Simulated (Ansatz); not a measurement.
**What SnSe2 monolayer (2H) distorts into**

Aim: this structure of SnSe2 monolayer (2H) is to be tested for unstable modes, and one is followed downhill.

Main program and level: Ansatz 0.2.0; DFT PBE, scalar-relativistic, plane waves, PAW; PAW set soft_1.

This is a report of a sequence of runs, with most program output left out.

## Step 1: The starting structure

The cell holds 3 atoms: 1 Sn and 2 Se. Cell: a = 3.794 Å, b = 3.794 Å, c = 30.460 Å, α = 90.0°, β = 90.0°, γ = 120.0°. It derives from SnSe2. Vacuum lies along c.

## Step 2: The dispersion

The cell comes from relaxations at this level that are not shown. Stability and thermal properties need the whole zone. Linear response on a 3×3×1 q mesh gives force constants as far as a supercell of that size would.

input.yaml

```yaml
crystal:
  lattice:
    - [3.7941949, 0.0, 0.0]
    - [-1.89709745, 3.2858691703, 0.0]
    - [0.0, 0.0, 30.46]
  atoms:
    - { symbol: Sn, position: [0.3333333333, 0.6666666667, 0.3282994091] }
    - { symbol: Se, position: [0.6666666667, 0.3333333333, 0.384945277] }
    - { symbol: Se, position: [0.6666666667, 0.3333333333, 0.2716535412] }
  periodic: [true, true, false]
kpoints:
  mp_grid: { grid: [12, 12, 1] }
hamiltonian:
  xc: pbe
  pseudopotentials: { kind: paw, azcp: { folder: soft_1 } }
scf:
  occupations: { method: gaussian, width: 0.1 }
output:
  eigenvalues: true
phonons:
  method: dfpt
  qmesh: [3, 3, 1]
  temperatures: { t_max: 1000, t_step: 50 }
  qpath:
    path:
      - [0.0, 0.0, 0.0]
      - [0.5, 0.0, 0.0]
      - [0.33333333, 0.33333333, 0.0]
      - [0.0, 0.0, 0.0]
    npoints: 10
```

Command:

```bash
$ ansatz run input.yaml --threads 4 --pin off --max-ram 16384MiB --backend cpu --events-out ev --progress --plain --runs-dir out
```

Run time: 7.5 min. Hardware: 4 threads of Arm Neoverse V1, shared host; peak memory 2.3 GiB; 29 min of CPU time.

This step gave:

- gap on the k-mesh: 0.02475 eV
- sum-rule residual before enforcement: 9.23e-5 eV/Å²
- lowest frequency on the path: -85.33 cm⁻¹
- point group: -6m2
- highest frequency on the path or at a solved wavevector: 229.7 cm⁻¹
- area per atom: 4.156 Å²
- highest optical mode at the zone centre (no LO-TO term): 229.7 cm⁻¹
- lowest optical zone-centre mode: -85.33 cm⁻¹
- lowest mode on the q mesh (acoustic modes at Γ apart): -85.33 cm⁻¹

Frequencies (cm⁻¹) solved at each irreducible wavevector; negative means imaginary. Frequencies by wavevector, by row:

```csv
q in reciprocal lattice units,star,mode 1,mode 2,mode 3,mode 4,mode 5,mode 6,mode 7,mode 8,mode 9
0 0 0,1,-85.3,-85.3,0,0,0,130.2,130.2,199.1,229.7
0 0.3333 0,6,-66.8,11.9,62.5,104.3,121.5,130.5,163.2,163.7,205.8
0.3333 0.3333 0,2,40.6,102.3,108.5,112.7,117.9,130.9,139.9,150.1,201.6
```

Interpolated from a 3×3×1 q mesh, without the LO-TO term. The phonon branches at the labelled points (cm⁻¹):

```csv
point,branch 1,branch 2,branch 3,branch 4,branch 5,branch 6,branch 7,branch 8,branch 9
Γ,-85,-85,0,0,0,130,130,199,230
halfway,-74,-24,53,74,96,132,158,186,203
M,-57,27,69,124,128,145,151,159,209
halfway,-30,65,87,118,133,136,148,153,205
K,41,102,108,113,118,131,140,150,202
halfway,-66,24,66,84,103,136,159,174,203
Γ,-85,-85,0,0,0,130,130,199,230
```

Symmetry leaves 3 wavevectors to solve. The lowest mode among them, the acoustic zeros apart, lies at Γ and is imaginary, 85.3i cm⁻¹, so the energy falls along it.

## Step 3: The mode frozen in, largest atomic shift 0 Å

The mode followed lies at Γ with frequency 85.3i cm⁻¹ and is 2-fold degenerate, the softest among the wavevectors solved. At small amplitude the distorted cell has space group no. 8 by a symmetry search on the positions. The undistorted cell that holds it gives the zero of energy on the same k mesh.

input.yaml, the sections that differ from step 2:

```yaml
output:
  forces: true
  stress: true
  eigenvalues: true
# crystal, kpoints, hamiltonian, scf: as in step 2
# phonons: removed
```

Wall time 5.9 s (4 threads); peak memory 0.67 GiB; 22 s of CPU time.

This step gave:

```
gap on the k-mesh                : 0.02474 eV
energy from the undistorted cell : 0 meV/atom
```

## Step 4: The mode frozen in, largest atomic shift 0.32 Å

The atoms are moved along the unstable eigenvector, the largest shift by 0.32 Å, with the cell fixed.

input.yaml, the sections that differ from step 3:

```yaml
crystal:
  lattice:
    - [3.7941949, 0.0, 0.0]
    - [-1.89709745, 3.2858691703, 0.0]
    - [0.0, 0.0, 30.46]
  atoms:
    - { symbol: Sn, position: [0.3333333333, 0.6666666667, 0.3282994091] }
    - { symbol: Se, position: [0.7153600235, 0.430720047, 0.384945277] }
    - { symbol: Se, position: [0.6179733098, 0.2359466197, 0.2716535412] }
  periodic: [true, true, false]
# kpoints, hamiltonian, scf, output: as in step 3
```

Run time: 14 s. Hardware: 4 threads; peak memory 0.81 GiB; 54 s of CPU time.

Numbers from this step:

```
gap on the k-mesh                : 0.3838 eV
energy from the undistorted cell : -35.34 meV/atom
```

The energy, extrapolated to zero smearing, is -35.34 meV/atom against the undistorted cell.

## Step 5: Energy along the mode, all amplitudes (two of the runs are shown above)

An imaginary frequency means negative curvature, so the energy should fall and then rise again as anharmonic terms take over.

This step gave:

```yaml
depth_at_the_lowest_point_sampled: 35.34 meV/atom
largest_atomic_shift_at_that_point: 0.32 Å
```

The energy from the parent by largest atomic shift:

```csv
largest atomic shift (Å),energy from the parent (meV/atom)
0.000,0
0.040,-1.14
0.080,-4.44
0.140,-12.4
0.220,-25.0
0.320,-35.3
0.450,-26.1
0.600,32.3
```

Displacement at unit largest shift by atom:

```csv
atom,x (Å),y (Å),z (Å),size
Sn1,0.00,0.00,0.00,0.00
Se2,0.00,1.00,0.00,1.00
Se3,0.00,-1.00,0.00,1.00
```

The lowest of the steps tried is at 0.32 Å, 35.3 meV/atom below the parent; the bottom of the well need not coincide with a step.

## Step 6: Relaxation from the frozen mode

Starting from the lowest point found, all atoms and the cell are let go, so that strain and other modes of the same symmetry can join in.

Changes to input.yaml since step 4:

```diff
@@ -21 +21,10 @@
   eigenvalues: true
+  write_density: true
+  write_potential: true
+  elf: true
+  volumetric_format: npy
+relax:
+  adjacent_minimum: "off"
+  f_tol: 0.002
+  max_steps: 120
+  cell: { stress_2d_tol: 0.005 }
```

Wall time 3.2 min (4 threads); peak memory 0.91 GiB.

Relaxation path:

```csv
step,energy less that of the first step (eV),largest force component (eV/Å),volume (Å³)
1,0.0000,0.5248,379.75
2,-0.0796,0.3404,391.63
3,-0.2002,0.3307,398.15
4,-0.3018,0.4383,405.73
5,-0.3918,0.4761,406.84
6,-0.5039,0.3687,404.38
7,-0.6258,0.3242,402.81
8,-0.6765,0.1924,390.45
9,-0.6828,0.0085,393.90
10,-0.6828,0.0021,394.64
11,-0.6828,0.0002,394.68
12*,-0.6830,0.0003,394.68
```

Relaxation steps marked * repeat the geometry before them on a plane-wave basis chosen anew for their cell, so energy and pressure can jump there.

Forces are held to the 2 operations that the run works with; a distortion that breaks them can't arise in this run.

```csv
cell as run,before,after,change
a (Å),3.794,3.868,+1.9 %
b (Å),3.794,3.868,+1.9 %
```

The atoms that moved most (Å, along periodic axes as changes of fractional coordinates times the final cell, across vacuum about the mean position):

```csv
atom,dx,dy,dz,length
Se2,0.000,1.163,-0.130,1.170
Sn1,0.000,-0.744,0.000,0.744
Se3,0.000,-0.418,0.130,0.438
```

Final coordinates:

```
Sn Se
1.0
     3.86808    0.00000    0.00000
    -1.93404    3.34985    0.00000
     0.00000    0.00000   30.46000
Sn Se
1 2
Cartesian
  0.0000 1.4888 10.0000
  1.9340 2.6054 11.5951
  1.9340 0.3722 8.4049
```

Numbers from this step:

```
gap on the k-mesh : 0.7970 eV
area per atom     : 4.319 Å²
```

Electrostatic potential energy in the ac plane at fractional y = 0.111, with atoms of Se within 0.2 Å of it. With pseudopotentials it is smooth inside the atoms' cores, unlike the true potential.

Values in eV, 24 rows by 14 columns, each cell a mean:
```
  0   0   0   0   0   0   0   0   0   0   0   0   0   0
  0   0   0   0   0   0   0   0   0   0   0   0   0   0
  0   0   0   0   0   0   0   0   0   0   0   0   0   0
  0   0   0   0   0   0   0   0   0   0   0   0   0   0
  0   0   0   0   0   0   0   0   0   0   0   0   0   0
  0   0   0   0   0   0   0   0   0   0   0   0   0   0
  0   0   0   0   0   0   0   0   0   0   0   0   0   0
  0   0   0   0   0   0   0   0   0   0   0   0   0   0
  0   0   0   0   0   0   0   0   0   0   0   0   0   0
  0   0   0   0   0   0   0   0   0   0   0   0   0   0
  0   0   0   0   0   0   0   0   0   0   0   0   0   0
  0   0   0   0   0   0   0   0   0   0   0   0   0   0
  0   0   0   0   0   0   0   0   0   0   0   0   0   0
 -1  -1   0   0   0   0   0   0   0   0   0   0   0   0
 -6  -6  -5  -4  -2  -1  -1  -1  -1  -1  -1  -2  -3  -5
 -9  -9  -8  -6  -4  -3  -2  -2  -2  -2  -3  -4  -6  -7
 -8  -8  -8  -7  -6  -7  -8  -8  -7  -8  -7  -7  -6  -7
 -2  -2  -2  -4  -8 -10 -10  -5  -5  -8 -10  -9  -5  -3
  0   0   0  -1  -1  -2  -2  -3  -3  -3  -2  -1  -1   0
  0   0   0   0   0   0   0   0   0   0   0   0   0   0
  0   0   0   0   0   0   0   0   0   0   0   0   0   0
  0   0   0   0   0   0   0   0   0   0   0   0   0   0
  0   0   0   0   0   0   0   0   0   0   0   0   0   0
  0   0   0   0   0   0   0   0   0   0   0   0   0   0
```
Columns run along a (3.9 Å; values clipped at the 3rd and 97th percentile), rows up along c (30.5 Å). Atoms in or near the plane, at fractional coordinates: Se at (0.56, 0.28).

ELF in the ac plane at fractional y = 0.111, with atoms of Se within 0.2 Å of it. It is the smooth field of the valence electrons, not physical close to the nuclei.

Values, 24 rows by 14 columns, each cell a mean:
```
0.00 0.00 0.00 0.00 0.00 0.00 0.00 0.00 0.00 0.00 0.00 0.00 0.00 0.00
0.00 0.00 0.00 0.00 0.00 0.00 0.00 0.00 0.00 0.00 0.00 0.00 0.00 0.00
0.00 0.00 0.00 0.00 0.00 0.00 0.00 0.00 0.00 0.00 0.00 0.00 0.00 0.00
0.00 0.00 0.00 0.00 0.00 0.00 0.00 0.00 0.00 0.00 0.00 0.00 0.00 0.00
0.00 0.00 0.00 0.00 0.00 0.00 0.00 0.00 0.00 0.00 0.00 0.00 0.00 0.00
0.00 0.00 0.00 0.00 0.00 0.00 0.00 0.00 0.00 0.00 0.00 0.00 0.00 0.00
0.00 0.00 0.00 0.00 0.00 0.00 0.00 0.00 0.00 0.00 0.00 0.00 0.00 0.00
0.00 0.00 0.00 0.00 0.00 0.00 0.00 0.00 0.00 0.00 0.00 0.00 0.00 0.00
0.00 0.00 0.00 0.00 0.00 0.00 0.00 0.00 0.00 0.00 0.00 0.00 0.00 0.00
0.00 0.00 0.00 0.00 0.00 0.00 0.00 0.00 0.00 0.00 0.00 0.00 0.00 0.00
0.00 0.00 0.00 0.00 0.00 0.00 0.00 0.00 0.00 0.00 0.00 0.00 0.00 0.00
0.00 0.00 0.00 0.00 0.00 0.00 0.00 0.00 0.00 0.00 0.00 0.00 0.00 0.00
0.02 0.02 0.01 0.01 0.00 0.00 0.00 0.00 0.00 0.00 0.00 0.00 0.01 0.01
0.34 0.35 0.30 0.20 0.10 0.03 0.01 0.01 0.00 0.01 0.03 0.09 0.18 0.27
0.72 0.73 0.69 0.58 0.38 0.16 0.05 0.02 0.02 0.04 0.13 0.32 0.54 0.66
0.51 0.51 0.48 0.40 0.27 0.14 0.07 0.04 0.04 0.06 0.12 0.24 0.38 0.47
0.23 0.23 0.28 0.39 0.50 0.57 0.58 0.55 0.54 0.57 0.58 0.53 0.42 0.31
0.10 0.09 0.28 0.60 0.76 0.77 0.65 0.44 0.42 0.59 0.76 0.77 0.65 0.37
0.02 0.01 0.08 0.26 0.47 0.62 0.69 0.72 0.73 0.70 0.64 0.52 0.31 0.11
0.00 0.00 0.00 0.01 0.04 0.07 0.10 0.12 0.12 0.11 0.08 0.05 0.02 0.00
0.00 0.00 0.00 0.00 0.00 0.00 0.00 0.00 0.00 0.00 0.00 0.00 0.00 0.00
0.00 0.00 0.00 0.00 0.00 0.00 0.00 0.00 0.00 0.00 0.00 0.00 0.00 0.00
0.00 0.00 0.00 0.00 0.00 0.00 0.00 0.00 0.00 0.00 0.00 0.00 0.00 0.00
0.00 0.00 0.00 0.00 0.00 0.00 0.00 0.00 0.00 0.00 0.00 0.00 0.00 0.00
```
Columns run along a (3.9 Å), rows up along c (30.5 Å). Atoms in or near the plane, at fractional coordinates: Se at (0.56, 0.28).

Valence density in the ac plane at fractional y = 0.111, with atoms of Se within 0.2 Å of it. It is the smooth field of the valence electrons, not physical close to the nuclei.

Values in e/Å³, 24 rows by 14 columns, each cell a mean:
```
 0  0  0  0  0  0  0  0  0  0  0  0  0  0
 0  0  0  0  0  0  0  0  0  0  0  0  0  0
 0  0  0  0  0  0  0  0  0  0  0  0  0  0
 0  0  0  0  0  0  0  0  0  0  0  0  0  0
 0  0  0  0  0  0  0  0  0  0  0  0  0  0
 0  0  0  0  0  0  0  0  0  0  0  0  0  0
 0  0  0  0  0  0  0  0  0  0  0  0  0  0
 0  0  0  0  0  0  0  0  0  0  0  0  0  0
 0  0  0  0  0  0  0  0  0  0  0  0  0  0
 0  0  0  0  0  0  0  0  0  0  0  0  0  0
 0  0  0  0  0  0  0  0  0  0  0  0  0  0
 0  0  0  0  0  0  0  0  0  0  0  0  0  0
 0  0  0  0  0  0  0  0  0  0  0  0  0  0
 0  0  0  0  0  0  0  0  0  0  0  0  0  0
 0  0  0  0  0  0  0  0  0  0  0  0  0  0
 0  0  0  0  0  0  0  0  0  0  0  0  0  0
 0  0  0  0  0  0  1  1  2  1  0  0  0  0
 0  0  0  0  0  1  4 18 20  6  1  1  0  0
 0  0  0  0  0  0  0  0  0  0  0  0  0  0
 0  0  0  0  0  0  0  0  0  0  0  0  0  0
 0  0  0  0  0  0  0  0  0  0  0  0  0  0
 0  0  0  0  0  0  0  0  0  0  0  0  0  0
 0  0  0  0  0  0  0  0  0  0  0  0  0  0
 0  0  0  0  0  0  0  0  0  0  0  0  0  0
```
Columns run along a (3.9 Å), rows up along c (30.5 Å). Atoms in or near the plane, at fractional coordinates: Se at (0.56, 0.28).

The distorted start has space group Cm; the relaxation ends in P-3m1.

## Step 7: The new phase in its own primitive cell

The relaxed structure is symmetrised, reduced to its primitive cell and relaxed tightly, as its phonons need.

input.yaml

```yaml
crystal:
  lattice:
    - [3.8680762015, 0.0, 0.0]
    - [-1.9340381008, 3.3498478431, 0.0]
    - [0.0, 0.0, 30.46]
  atoms:
    - { symbol: Sn, position: [0.2222246537, 0.4444493073, 0.3282991648] }
    - { symbol: Se, position: [0.8888885495, 0.7777770991, 0.3806677266] }
    - { symbol: Se, position: [0.5555534635, 0.111106927, 0.2759313359] }
  periodic: [true, true, false]
kpoints:
  mp_grid: { grid: [9, 9, 1] }
hamiltonian:
  xc: pbe
  pseudopotentials: { kind: paw, azcp: { folder: soft_1 } }
scf:
  occupations: { method: fixed }
output:
  forces: true
  stress: true
  eigenvalues: true
relax:
  adjacent_minimum: "off"
  f_tol: 0.001
  max_steps: 60
  cell: { stress_2d_tol: 0.002 }
```

The job ended after 12 s (4 threads; peak memory 0.77 GiB; 44 s of CPU time).

Little changed from the start: no atom moved by 0.005 Å and no cell edge by 0.1 %.

This step gave:

```
gap on the k-mesh  : 0.8455 eV
direct gap on mesh : 1.145 eV
area per atom      : 4.32 Å²
```

The largest force component left is 0.24 meV/Å, within the tolerances set.

## Step 8: Modes of the new phase, k-mesh 9×9×1, occupations fixed

A relaxed structure may still be a saddle point, so its zone-centre modes are computed. The response to a homogeneous field gives the Born charges and the dielectric tensor, and its change with displacement the Raman tensors.

input.yaml, the sections that differ from step 7:

```yaml
crystal:
  lattice:
    - [3.8682441605, 0.0, 0.0]
    - [-1.9341220803, 3.3499977111, 0.0]
    - [0.0, 0.0, 30.46]
  atoms:
    - { symbol: Sn, position: [0.2222222222, 0.4444444445, 0.3282994091] }
    - { symbol: Se, position: [0.8888888889, 0.7777777778, 0.3806618032] }
    - { symbol: Se, position: [0.5555555556, 0.1111111111, 0.275937015] }
  periodic: [true, true, false]
output:
  eigenvalues: true
phonons:
  method: dfpt
  dielectric: true
  raman: true
# kpoints, hamiltonian, scf: as in step 7
# relax: removed
```

Elapsed: 22 min, on 4 threads; peak memory 4.1 GiB; 84 min of CPU time.

Numbers from this step:

| Item | Value |
| --- | --- |
| sum-rule residual before enforcement | 8.86e-5 eV/Å² |
| miss of the charge sum rule | 0.002976 e |
| estimated error of the dielectric tensor | 0.01355 |
| estimated error of the Born charges | 0.04948 e |
| point group | -3m |
| highest optical mode at the zone centre (no LO-TO term) | 248.0 cm⁻¹ |
| lowest optical zone-centre mode | 104.4 cm⁻¹ |
| largest Born charge (third of the trace) | 3.419 e |

Without the LO-TO term. Patterns of degenerate modes are one choice out of their space. The modes at Γ (shares of kinetic energy by element, %):

```csv
mode,frequency (cm⁻¹),symmetry,Sn %,Se %
1,0.0,acoustic,43,57
2,0.0,acoustic,43,57
3,0.0,acoustic,43,57
4,104.4,Eg,0,100
5,104.4,Eg,0,100
6,137.8,Eu,57,43
7,137.8,Eu,57,43
8,176.7,A1g,0,100
9,248.0,A2u,57,43
```

Displacements in mode 5 (104.4 cm⁻¹), the largest set to 1:
```
Sn1  0.00  0.00  0.00
Se2  0.00 -1.00  0.00
Se3  0.00  1.00  0.00
```

Displacements in mode 9 (248.0 cm⁻¹), the largest set to 1:
```
Sn1  0.00  0.00  1.00
Se2  0.00  0.00 -0.75
Se3  0.00  0.00 -0.75
```

High-frequency dielectric tensor, averaged over the cell of height 30.5 Å or as lengthened by the program, vacuum included. Tensor:

```csv
,x,y,z
x,3.058,0,0
y,0,3.058,0
z,0,0,1.174
```

Born charge (rows field, columns displacement) (e), principal values of the symmetric part by kind of site:

```csv
atom,atoms with these values,low,middle,high,mean
Sn1,1,0.29,4.98,4.98,3.42
Se2,2,-2.49,-2.49,-0.14,-1.71
```

In full for Sn1:

```
4.98 0.00 0.00
0.00 4.98 0.00
0.00 0.00 0.29
```

Transverse modes. Infrared lines, with heights relative to the strongest:

```csv
position (cm⁻¹),label,relative intensity
104,Eg,0.0
138,Eu,100
177,A1g,0.0
248,A2u,0.2
```

Activity x (w_L - w)^4 (n + 1)/w, 532 nm, 300 K; the tensors are static ones, while 532 nm light lies above the computed direct gap, where resonance would change the heights. Raman lines, with heights relative to the strongest:

```csv
position (cm⁻¹),label,relative intensity
104,Eg,12
138,Eu,0.0
177,A1g,100
248,A2u,0.0
```

Before it was imposed, the acoustic sum rule was missed by 8.9e-5 eV/Å² and the charge sum rule by 0.0030 e. Small misses are needed for a sound result but don't prove that mesh and cutoff are converged. The lowest optical mode is real, 104 cm⁻¹.

## Step 9: Outcome

```json
{
 "unstable mode of the parent": "q = (0, 0, 0), 85i cm⁻¹",
 "depth at the lowest point sampled": "35.3 meV/atom",
 "largest atomic shift at that point": "0.32 Å",
 "space group reached (within 0.01 Å)": "P-3m1",
 "energy gained over the parent (first relaxation, on the mesh of the frozen mode)": "263 meV/atom",
 "area per atom, phase reached": "4.32 Å²",
 "gap on the k-mesh, phase reached": "0.846 eV",
 "lowest optical zone-centre mode, phase reached": "104 cm⁻¹",
 "highest optical mode at the zone centre (no LO-TO term), phase reached": "248 cm⁻¹"
}
```

**Reading.** Along this mode the structure falls into P-3m1, 263 meV/atom below the parent. At the parent's cell the well is 35.34 meV/atom deep on the steps tried, with its lowest point at a shift of 0.32 Å. Relaxing atoms and cell changes the gain by +227.68 meV/atom against the lowest step (energies at zero smearing). Most of the total comes from this relaxation. The new phase has no imaginary mode at the zone centre of its cell; other wavevectors were not checked. Of the 3 patterns followed to their end from this parent, this one reaches the lowest energy. Each path keeps the symmetry of its pattern, so a lower phase may lie along a pattern not tried. With no gap, or one that is small against the smearing, the frequencies hang on the k mesh and the smearing, most of all near Kohn anomalies. In a sheet or slab the interpolated bending branch near Γ is rough, since the rotational sum rule isn't imposed. Dielectric tensors refer to the cell with its vacuum. A semilocal functional can close a gap that the real compound would have, so the metallic treatment may be an artefact of the level. Spin-orbit coupling is left out, which can matter for the heavy elements here. A phonon run warned that its eigensolver left some bands unconverged in a pass. The starting cell was built on a prototype and not taken from a measurement.

[Logs are printed without paths, hosts, clocks, repeated set-up lines and the standing remarks that a program may print on its own settings, such as how far it seeks lower states.]

[Hosts, paths, dates, database ids (printed as entryN), source tags and the programs' standing remarks are cut or masked in the printed files.]
